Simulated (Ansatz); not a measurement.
**What Ag3As (model cell, started as anti-ReO3 type) distorts into**

Wanted: the energy along a soft mode of Ag3As (model cell, started as anti-ReO3 type) and the structure at the end.

Method: DFT PBE, scalar-relativistic, plane waves, PAW, in Ansatz 0.2.0.

The structure was built from a prototype and need not be the compound's stable phase.

## 1. Set-up

Symmetry: Pm-3m, No. 221, cubic system. Conventional cell: a = 5.003 Å, b = 5.003 Å, c = 5.003 Å, α = 90.00°, β = 90.00°, γ = 90.00°. As has 6 Ag at 2.50 Å nearest. Ag has 2 As at 2.50 Å nearest. Farther neighbours are not listed.

## 2. The dispersion

The cell comes from relaxations at this level that are not shown. Stability and thermal properties need the whole zone. Linear response on a 2×2×2 q mesh gives force constants as far as a supercell of that size would, and the tensors from the zone-centre run are typed in so that the long-range dipole term is interpolated apart.

The input, input.yaml:

```yaml
crystal:
  lattice:
    - [5.0031983723, 0.0, 0.0]
    - [0.0, 5.0031983723, 0.0]
    - [0.0, 0.0, 5.0031983723]
  atoms:
    - { symbol: As, position: [0.0, 0.0, 0.0] }
    - { symbol: Ag, position: [0.5, 0.0, 0.0] }
    - { symbol: Ag, position: [0.0, 0.5, 0.0] }
    - { symbol: Ag, position: [0.0, 0.0, 0.5] }
kpoints:
  mp_grid: { grid: [6, 6, 6] }
hamiltonian:
  xc: pbe
scf:
  occupations: { method: fixed }
output:
  eigenvalues: true
phonons:
  method: dfpt
  qmesh: [2, 2, 2]
  temperatures: { t_max: 1000, t_step: 50 }
  qpath:
    path:
      - [[0.0, 0.0, 0.0], [0.0, 0.5, 0.0], [0.5, 0.5, 0.0], [0.0, 0.0, 0.0], [0.5, 0.5, 0.5], [0.0, 0.5, 0.0]]
      - [[0.5, 0.5, 0.5], [0.5, 0.5, 0.0]]
    npoints: 10
  non_analytic_term:
    high_frequency_dielectric_tensor: [[7.1137, 0.0, 0.0], [0.0, 7.1137, 0.0], [0.0, 0.0, 7.1137]]
    born_effective_charges:
      - { species: As, tensor: [[-1.1573, 0.0, 0.0], [0.0, -1.1573, 0.0], [0.0, 0.0, -1.1573]] }
      - { species: Ag, tensor: [[1.2619, 0.0, 0.0], [0.0, -0.0523, 0.0], [0.0, 0.0, -0.0523]] }
      - { species: Ag, tensor: [[-0.0523, 0.0, 0.0], [0.0, 1.2619, 0.0], [0.0, 0.0, -0.0523]] }
      - { species: Ag, tensor: [[-0.0523, 0.0, 0.0], [0.0, -0.0523, 0.0], [0.0, 0.0, 1.2619]] }
    source: "zone-centre run at this cell"
```

Run with:

```sh
> ansatz run input.yaml --threads 4 --pin off --max-ram 7168MiB --backend cpu --events-out ev --progress --plain --runs-dir out
```

Numbers of over 12 decimals in the logs are rounded to 6 here.

Output:

```text
Engine: ansatz 0.2.0, aarch64-unknown-linux-gnu
Pseudopotentials: kind: paw
Pseudopotential: As, paw, valence charge 15, recommended cutoff 420 eV (normal), As.paw.azcp
Pseudopotential: Ag, paw, valence charge 19, recommended cutoff 420 eV (normal), Ag.paw.azcp
Functional definition: PBE
  parameter kappa = 0.804
  parameter beta = 0.066725
  exchange = pbe_x(kappa = kappa, mu = beta*pi^2/3)
  correlation = pbe_c(beta = beta)
Crystal: 4 atoms, lattice volume = 125.240 Å³
Basis set: ecut = 420 eV, 2469 PW (Γ), exchange–correlation on 72×72×72 points (8 copies of the dense FFT grid, shifted against one another)
Bands: 44, of which v1, the nominal top of the filled ones, is band 36 counted from 1 (35 counted from 0)
Symmetry: 48 space group operations
k-points: 20 of 216
Non-local potential: As, projectors of the file, l = 0: 2, l = 1: 2, l = 2: 3, l = 3: 1
Non-local potential: Ag, projectors of the file, l = 0: 3, l = 1: 2, l = 2: 2, l = 3: 1
PAW form: soft (Blöchl's): semilocal exchange-correlation on the pseudo side does not see the compensation charge
PAW one-centre angular grid: As, 590 points (default); XC on 64 Gauss nodes
PAW one-centre angular grid: Ag, 590 points (default); XC on 64 Gauss nodes
Initial density: superposition of atomic densities (neutral atoms: chi_scale 0, normalization atom), corrected by the library's trained network
Initial wavefunctions: pseudopotential atomic-orbital guess
Functional: x = pbe(κ = 0.804, μ = 0.219515), c = pbe(β = 0.066725)
SCF iter   1: F=—  HF=-27626.720679 eV  |F-HF|=—  |Δ(HF+E_count)|=         —  Δρ=1.02e-3  dr2=9.07e-4  ethr=1.77e-3  ⟨swp⟩=4.8  Hψ=2604  notcnv=0  defer=115
preconditioner: auto → Resta (q_TF=auto, 2.488 Å⁻¹)  ε∞=6.4  [insulator: Δε(μ)=1.261 eV  Ē_g=8.821 eV  n_scr=26 (ndim 8)  ℏωp=20.5 eV  f_vac=0.289  ε∞_Penn≈6.4]
SCF iter   2: F=—  HF=-27626.722722 eV  |F-HF|=—  |Δ(HF+E_count)|=   2.04e-3  Δρ=6.05e-4  dr2=4.61e-4  ethr=1.26e-6  ⟨swp⟩=3.1  Hψ=2116  notcnv=0  defer=115
SCF iter   3: F=—  HF=-27626.722717 eV  |F-HF|=—  |Δ(HF+E_count)|=   4.47e-6  Δρ=1.98e-4  dr2=5.75e-5  ethr=6.41e-7  ⟨swp⟩=2.0  Hψ=1245  notcnv=0  defer=115
SCF iter   4: F=—  HF=-27626.722734 eV  |F-HF|=—  |Δ(HF+E_count)|=   1.64e-5  Δρ=8.98e-5  dr2=8.63e-6  ethr=7.99e-8  ⟨swp⟩=2.2  Hψ=1445  notcnv=0  defer=75
SCF iter   5: F=—  HF=-27626.722765 eV  |F-HF|=—  |Δ(HF+E_count)|=   3.12e-5  Δρ=4.52e-5  dr2=3.25e-6  ethr=1.20e-8  ⟨swp⟩=2.5  Hψ=1556  notcnv=0  defer=65
SCF iter   6: F=—  HF=-27626.722766 eV  |F-HF|=—  |Δ(HF+E_count)|=   1.21e-6  Δρ=8.44e-6  dr2=1.29e-7  ethr=4.52e-9  ⟨swp⟩=2.5  Hψ=1205  notcnv=0  defer=65
SCF iter   7: F=—  HF=-27626.722767 eV  |F-HF|=—  |Δ(HF+E_count)|=   7.90e-7  Δρ=2.64e-6  dr2=1.14e-8  ethr=1.80e-10  ⟨swp⟩=2.8  Hψ=1192  notcnv=0  defer=68
SCF iter   8: F=—  HF=-27626.722767 eV  |F-HF|=—  |Δ(HF+E_count)|=   3.26e-8  Δρ=8.92e-7  dr2=1.54e-9  ethr=1.59e-11  ⟨swp⟩=2.5  Hψ=1319  notcnv=0  defer=69
SCF iter   9: F=—  HF=-27626.722767 eV  |F-HF|=—  |Δ(HF+E_count)|=  3.35e-10  Δρ=3.55e-7  dr2=2.75e-10  ethr=2.13e-12  ⟨swp⟩=2.0  Hψ=1309  notcnv=0  defer=69
SCF iter  10: F=—  HF=-27626.722767 eV  |F-HF|=—  |Δ(HF+E_count)|=  3.42e-10  Δρ=1.08e-7  dr2=4.33e-11  ethr=1.00e-12  ⟨swp⟩=2.0  Hψ=1031  notcnv=0  defer=69
SCF iter  11: F=-27626.722767 eV  HF=-27626.722767 eV  |F-HF|=1.46e-11  |Δ(HF+E_count)|=  9.82e-11  Δρ=4.17e-8  dr2=3.14e-12  ethr=1.00e-12  ⟨swp⟩=11.7  Hψ=4457  notcnv=0
SCF 1 converged in 11 iterations: F = -27626.722767 eV  dr2 = 3.14e-12
  greatest PAW one-centre occupation: 1.000 electrons in one spin orbital (limit 2), on the Ag atom at site 3 (counted from 0), in its partial waves of l = 0
NSCF: frozen V_eff on 20 k-points
NSCF: frozen V_eff on 64 k-points
DFPT response loops at q = (0, 0, 0) (fractional): preconditioner auto → none (the input reference at scf.mixing.eps_inf says where Resta's filter doesn't serve); β = 0.50; Broyden in place of MSR1
NSCF: frozen V_eff on 128 k-points
DFPT response loops at q = (0, 0, -0.5) (fractional): mixed as the last ones told, above
NSCF: frozen V_eff on 128 k-points
DFPT response loops at q = (0, -0.5, -0.5) (fractional): mixed as the last ones told, above
NSCF: frozen V_eff on 128 k-points
DFPT response loops at q = (-0.5, -0.5, -0.5) (fractional): mixed as the last ones told, above
SCF converged after 11 iterations
Free energy (F): -27626.722767 eV
Harris-Foulkes:  -27626.722767 eV  (|F-HF|=1.46e-11)
Internal energy: -27626.722767 eV  (E = F + TS)
E sigma→0 (E₀):  -27626.722767 eV
Fermi energy:    6.450182 eV
--- Per-component energies (eV) ---
  E_band       = -1548.130610
  E_kinetic    = 1685.412239
  E_local      = -13616.410502  (includes V_loc(G=0)·N_el)
  E_nonlocal   = -426.387378
  E_hartree    = 6299.524932
  E_xc         = -630.187958
  E_vxc        = -778.808213  (∫ρ·V_xc dr)
  E_paw        = -13546.347633  (= ΣΔE_a)
  E_vpaw       = -1010.987500  (= ΣTr[D̂ρ^β])
  E_aug_tail   = 0.000946  (compensation charges beyond the density's cutoff)
  E_ewald      = -7392.327414
  E_smearing   = -0.000000  (= −TS)
  E_closure    = -0.000000  (closes the sum)
  Σ components = -27626.722767   (vs F -27626.722767, Δ=0.00e0)
--- Band table (eV; the first three rows and the last of 20) ---
  k-point 0: bands = [... 32 lower, 3.6252, 4.6586, 4.6586, 4.6586, 7.7023, 9.0262, 9.0262, 12.7692, ... 4 higher]
  k-point 1: bands = [... 32 lower, 3.5913, 4.4473, 4.9671, 4.9671, 7.9840, 9.0875, 9.6325, 12.4729, ... 4 higher]
  k-point 2: bands = [... 32 lower, 3.5220, 4.2028, 5.4610, 5.4610, 7.9830, 9.2345, 10.8967, 12.1880, ... 4 higher]
  k-point 19: bands = [... 32 lower, 3.5425, 5.9413, 5.9413, 5.9413, 8.4044, 8.4044, 8.4044, 12.5195, ... 4 higher]
--- Phonons (Γ-DFPT): 3 representative perturbations + reference (Σ response iterations 9) ---
  ASR residual: 1.028e-4 → 0.000e0 eV/Å²; symmetrization residual: 1.719e-5 eV/Å²
  ASR residual per site (eV/Å²): 3.76e-5 1.03e-4 1.03e-4 1.03e-4
  Γ frequencies (cm⁻¹): -59.19 -59.19 -59.19 -37.42 -37.42 -37.42 0.00 0.00 0.00 248.94 248.94 248.94
--- Phonons (arbitrary-q DFPT): 4 irreducible q on the 2×2×2 mesh ---
  q = [0.0000, 0.0000, 0.0000] (star 1, of the zone-centre solve; hermiticity 3.29e-6, symmetrization 9.17e-12): -59.19 -59.19 -59.19 -37.42 -37.42 -37.42 -0.00 0.00 0.00 248.94 248.94 248.94
  q = [0.0000, 0.0000, -0.5000] (star 3, 7 solved perturbations in 400 linear systems a pass and spin channel, the states on 64 of 216 k-point pairs; hermiticity 3.29e-6, symmetrization 4.19e-12): -56.05 -56.05 -37.63 -34.91 -23.11 -23.11 36.99 36.99 162.82 202.57 247.53 247.53
  q = [0.0000, -0.5000, -0.5000] (star 3, 7 solved perturbations in 400 linear systems a pass and spin channel, the states on 64 of 216 k-point pairs; hermiticity 3.14e-6, symmetrization 1.16e-12): -48.95 -36.84 -36.84 36.50 36.50 37.86 37.87 157.93 165.93 200.05 200.05 245.96
  q = [-0.5000, -0.5000, -0.5000] (star 1, 3 solved perturbations in 144 linear systems a pass and spin channel, the states on 64 of 216 k-point pairs; hermiticity 1.01e-12, symmetrization 1.12e-11): 36.66 36.66 36.66 37.77 37.77 37.77 157.81 157.81 168.84 197.28 197.28 197.28
  sum rule: each row above includes the acoustic sum rule's correction from the zone centre's row sums; it moved no ω² by more than (0.51 cm⁻¹)²
  mesh force constants: q→R imaginary residual 4.22e-46; ASR residual 1.028e-4 → 0.000e0 eV/Å²; symmetrization residual 8.882e-15 eV/Å²
  interpolated dispersion: 63 rows × 12 modes
  density of states and harmonic sums: on the 12×12×12 q-mesh, interpolated from the force constants of a 2×2×2 supercell (with the dipole–dipole term of supplied tensors)
  largest difference from the sums on the solved wave vectors: F 3.50e-1 eV, S 4.36e-4 and C_V 9.02e-5 eV/K
  zero-point energy: 0.063790 eV/cell   skipped modes (ω ≤ 0): 299, of them read as no rigid motion or as one in doubt: 296 (3.502e0 modes/cell left out, lowest -59.19 cm⁻¹)   left out of the sums: 2.92e-1 of the cell's modes: C_V's classical limit lies that fraction below 3 k_B per atom; for a crystal, a wire or a layer, F and S can be off by more, and a phonons.interpolated_qmesh denser along its periods is the remedy for the sampling
```

Run time: 2.7 min. Hardware: 4 threads of Arm Neoverse V1, shared host; peak memory 1.1 GiB; 10 min of CPU time.

This step gave:

| Item | Value |
| --- | --- |
| gap on the k-mesh | 1.252 eV |
| volume per atom | 31.31 Å³ |
| sum-rule residual before enforcement | 1.03e-4 eV/Å² |
| lowest frequency on the path | -59.19 cm⁻¹ |
| point group | m-3m |
| highest frequency on the path or at a solved wavevector | 252.5 cm⁻¹ |
| highest optical mode at the zone centre (no LO-TO term) | 248.9 cm⁻¹ |
| lowest optical zone-centre mode | -59.19 cm⁻¹ |
| lowest mode on the q mesh (acoustic modes at Γ apart) | -59.19 cm⁻¹ |

Frequencies (cm⁻¹) solved at each irreducible wavevector; negative means imaginary. Frequencies by wavevector, by row:

| q in reciprocal lattice units | star | mode 1 | mode 2 | mode 3 | mode 4 | mode 10 | mode 11 | mode 12 |
| --- | --- | --- | --- | --- | --- | --- | --- | --- |
| 0 0 0 | 1 | -59.2 | -59.2 | -59.2 | -37.4 | 248.9 | 248.9 | 248.9 |
| 0 0 -0.5 | 3 | -56 | -56 | -37.6 | -34.9 | 202.6 | 247.5 | 247.5 |
| 0 -0.5 -0.5 | 3 | -49 | -36.8 | -36.8 | 36.5 | 200.1 | 200.1 | 246 |
| -0.5 -0.5 -0.5 | 1 | 36.7 | 36.7 | 36.7 | 37.8 | 197.3 | 197.3 | 197.3 |

Interpolated from a 2×2×2 q mesh, with the LO-TO term (at Γ the limit along the path; where Γ stands inside the path, tables give the limit on arrival). The phonon branches at the labelled points (cm⁻¹):

| point | branch 1 | branch 2 | branch 3 | branch 4 | branch 9 | branch 10 | branch 11 | branch 12 |
| --- | --- | --- | --- | --- | --- | --- | --- | --- |
| Γ | -59 | -59 | -59 | -37 | 0 | 249 | 249 | 252 |
| halfway | -57 | -57 | -42 | -36 | 94 | 237 | 248 | 248 |
| X | -56 | -56 | -38 | -35 | 163 | 203 | 248 | 248 |
| halfway | -51 | -40 | -37 | 8 | 162 | 201 | 233 | 247 |
| M | -49 | -37 | -37 | 36 | 166 | 200 | 200 | 246 |
| halfway | -52 | -40 | -40 | -8 | 95 | 233 | 236 | 248 |
| Γ | -59 | -59 | -59 | -37 | 0 | 249 | 249 | 252 |
| halfway | -16 | -16 | -16 | 5 | 96 | 232 | 232 | 236 |
| R | 37 | 37 | 37 | 38 | 169 | 197 | 197 | 197 |
| halfway | -12 | -11 | -4 | 9 | 162 | 200 | 231 | 233 |
| X | -56 | -56 | -38 | -35 | 163 | 203 | 248 | 248 |
| jump to R | 37 | 37 | 37 | 38 | 169 | 197 | 197 | 197 |
| halfway | 3 | 3 | 37 | 37 | 166 | 199 | 199 | 231 |
| M | -49 | -37 | -37 | 36 | 166 | 200 | 200 | 246 |

Symmetry leaves 4 wavevectors to solve. The lowest mode among them, the acoustic zeros apart, lies at Γ and is imaginary, 59.2i cm⁻¹, so the energy falls along it.

## 3. The mode frozen in, largest atomic shift 0 Å

The mode followed lies at q = (0, 0, -0.5) with frequency 56.0i cm⁻¹ and is 2-fold degenerate, one of the unstable modes though not the softest. At small amplitude the distorted cell has space group no. 51 by a symmetry search on the positions. The undistorted cell that holds it gives the zero of energy on the same k mesh.

System of this step: Ag3As (model cell, started as anti-ReO3 type). Symmetry: Pm-3m, No. 221, cubic system. Conventional cell: a = 5.003 Å, b = 5.003 Å, c = 5.003 Å, α = 90.00°, β = 90.00°, γ = 90.00°. Nearest to As lie 6 Ag at 2.50 Å. Nearest to Ag lie 2 As at 2.50 Å. Ag has 2 As at 2.50 Å nearest. Farther neighbours are not listed.

The input, input.yaml:

```yaml
crystal:
  lattice:
    - [5.0031983723, 0.0, 0.0]
    - [0.0, 5.0031983723, 0.0]
    - [0.0, 0.0, 10.0063967446]
  atoms:
    - { symbol: As, position: [0.0, 0.0, 0.5] }
    - { symbol: As, position: [0.0, 0.0, 0.0] }
    - { symbol: Ag, position: [0.5, 0.0, 0.0] }
    - { symbol: Ag, position: [0.5, 0.0, 0.5] }
    - { symbol: Ag, position: [0.0, 0.5, 0.5] }
    - { symbol: Ag, position: [0.0, 0.5, 0.0] }
    - { symbol: Ag, position: [0.0, 0.0, 0.25] }
    - { symbol: Ag, position: [0.0, 0.0, 0.75] }
kpoints:
  mp_grid: { grid: [6, 6, 4] }
hamiltonian:
  xc: pbe
scf:
  occupations: { method: gaussian, width: 0.02 }
output:
  forces: true
  stress: true
  eigenvalues: true
```

Output:

```text
[...]
Crystal: 8 atoms, lattice volume = 250.480 Å³
Basis set: ecut = 420 eV, 4885 PW (Γ), exchange–correlation on 72×72×144 points (8 copies of the dense FFT grid, shifted against one another)
Bands: 87, of which v1, the nominal top of the filled ones, is band 72 counted from 1 (71 counted from 0)
Symmetry: 32 space group operations
[...]
k-points: 30 of 144
[...]
k-point 0: bands = [... 68 lower, 4.6578, 4.6578, 5.6880, 5.6880, 7.7020, 7.9176, 9.0260, 9.0262, ... 7 higher]
  k-point 1: bands = [... 68 lower, 4.8480, 4.8480, 5.5553, 5.5553, 7.9156, 7.9579, 9.0611, 9.2702, ... 7 higher]
  k-point 2: bands = [... 68 lower, 5.2239, 5.2239, 5.2239, 5.2239, 8.0196, 8.0196, 9.1561, 9.1561, ... 7 higher]
  k-point 29: bands = [... 68 lower, 5.4221, 5.4221, 6.0299, 6.0299, 8.2138, 8.2138, 9.7152, 9.7152, ... 7 higher]
[key lines of the parts left out:]
SCF converged after 7 iterations
Free energy (F): -55253.446919 eV
Fermi energy:    7.075866 eV
P = ⅓ Tr σ = -0.0042 GPa (-0.042 kbar)
```

Wall time 7 s (4 threads); peak memory 0.92 GiB.

This step gave:

* pressure: -0.004163 GPa
* energy from the undistorted cell: 0 meV/atom

At this level the gap is 1.25 eV on the k-mesh of the self-consistent run, which can miss the band edges.

## 4. The mode frozen in, largest atomic shift 0.32 Å

The atoms are moved along the unstable eigenvector, the largest shift by 0.32 Å, with the cell fixed.

input.yaml, the sections that differ from step 3:

```yaml
crystal:
  lattice:
    - [5.0031983723, 0.0, 0.0]
    - [0.0, 5.0031983723, 0.0]
    - [0.0, 0.0, 10.0063967446]
  atoms:
    - { symbol: As, position: [0.063959087, 0.0, 0.5] }
    - { symbol: As, position: [-0.063959087, 0.0, 0.0] }
    - { symbol: Ag, position: [0.4416494285, 0.0, 0.0] }
    - { symbol: Ag, position: [0.5583505715, 0.0, 0.5] }
    - { symbol: Ag, position: [-0.0628278461, 0.5, 0.5] }
    - { symbol: Ag, position: [0.0628278461, 0.5, 0.0] }
    - { symbol: Ag, position: [0.0, 0.0, 0.25] }
    - { symbol: Ag, position: [0.0, 0.0, 0.75] }
# kpoints, hamiltonian, scf, output: as in step 3
```

Output:

```text
[...]
Crystal: 8 atoms, lattice volume = 250.480 Å³
Basis set: ecut = 420 eV, 4885 PW (Γ), exchange–correlation on 72×72×144 points (8 copies of the dense FFT grid, shifted against one another)
Bands: 87, of which v1, the nominal top of the filled ones, is band 72 counted from 1 (71 counted from 0)
Symmetry: 8 space group operations
[...]
k-points: 48 of 144
[...]
k-point 0: bands = [... 68 lower, 5.0053, 5.2397, 5.7283, 6.0762, 7.5038, 7.5735, 8.9907, 9.1907, ... 7 higher]
  k-point 1: bands = [... 68 lower, 5.1506, 5.3687, 5.6868, 5.9549, 7.6210, 7.6532, 9.1744, 9.3273, ... 7 higher]
  k-point 2: bands = [... 68 lower, 5.4524, 5.4524, 5.6651, 5.6651, 7.7056, 7.7056, 9.2472, 9.2472, ... 7 higher]
  k-point 47: bands = [... 68 lower, 5.2892, 5.2892, 6.0324, 6.0324, 7.9175, 7.9175, 9.4556, 9.4556, ... 7 higher]
[key lines of the parts left out:]
SCF converged after 8 iterations
Free energy (F): -55253.595058 eV
Fermi energy:    7.239087 eV
P = ⅓ Tr σ = -0.8563 GPa (-8.563 kbar)
```

The job ended after 14 s (4 threads; peak memory 1.1 GiB).

Numbers from this step:

* pressure: -0.8563 GPa
* gap on the k-mesh: 0.5294 eV
* energy from the undistorted cell: -18.52 meV/atom

The energy, extrapolated to zero smearing, is -18.52 meV/atom against the undistorted cell.

The run ends at a pressure of -0.86 GPa, with forces up to 0.33 eV/Å.

## 5. Energy along the mode, all amplitudes (two of the runs are shown above)

An imaginary frequency means negative curvature, so the energy should fall and then rise again as anharmonic terms take over.

This step gave:

* depth at the lowest point sampled: 18.52 meV/atom
* largest atomic shift at that point: 0.32 Å

Table of energy from the parent by largest atomic shift:

| largest atomic shift (Å) | energy from the parent (meV/atom) |
| --- | --- |
| 0.000 | 0 |
| 0.040 | -0.611 |
| 0.080 | -2.37 |
| 0.140 | -6.62 |
| 0.220 | -13.4 |
| 0.320 | -18.5 |
| 0.450 | -11.0 |
| 0.600 | 21.6 |

Displacement at unit largest shift by atom:

| atom | x (Å) | y (Å) | z (Å) | size |
| --- | --- | --- | --- | --- |
| As1 | 1.00 | 0.00 | 0.00 | 1.00 |
| As2 | -1.00 | 0.00 | 0.00 | 1.00 |
| Ag3 | -0.91 | 0.00 | 0.00 | 0.91 |
| Ag4 | 0.91 | 0.00 | 0.00 | 0.91 |
| Ag5 | -0.98 | 0.00 | 0.00 | 0.98 |
| Ag6 | 0.98 | 0.00 | 0.00 | 0.98 |
| Ag7 | 0.00 | 0.00 | 0.00 | 0.00 |
| Ag8 | 0.00 | 0.00 | 0.00 | 0.00 |

The lowest of the steps tried is at 0.32 Å, 18.5 meV/atom below the parent; the bottom of the well need not coincide with a step.

[end of part 1 of 2]

[Logs are printed without paths, hosts, clocks, repeated set-up lines and the standing remarks that a program may print on its own settings, such as how far it seeks lower states.]

[Hosts, paths, dates, database ids (printed as entryN), source tags and the programs' standing remarks are cut or masked in the printed files.]
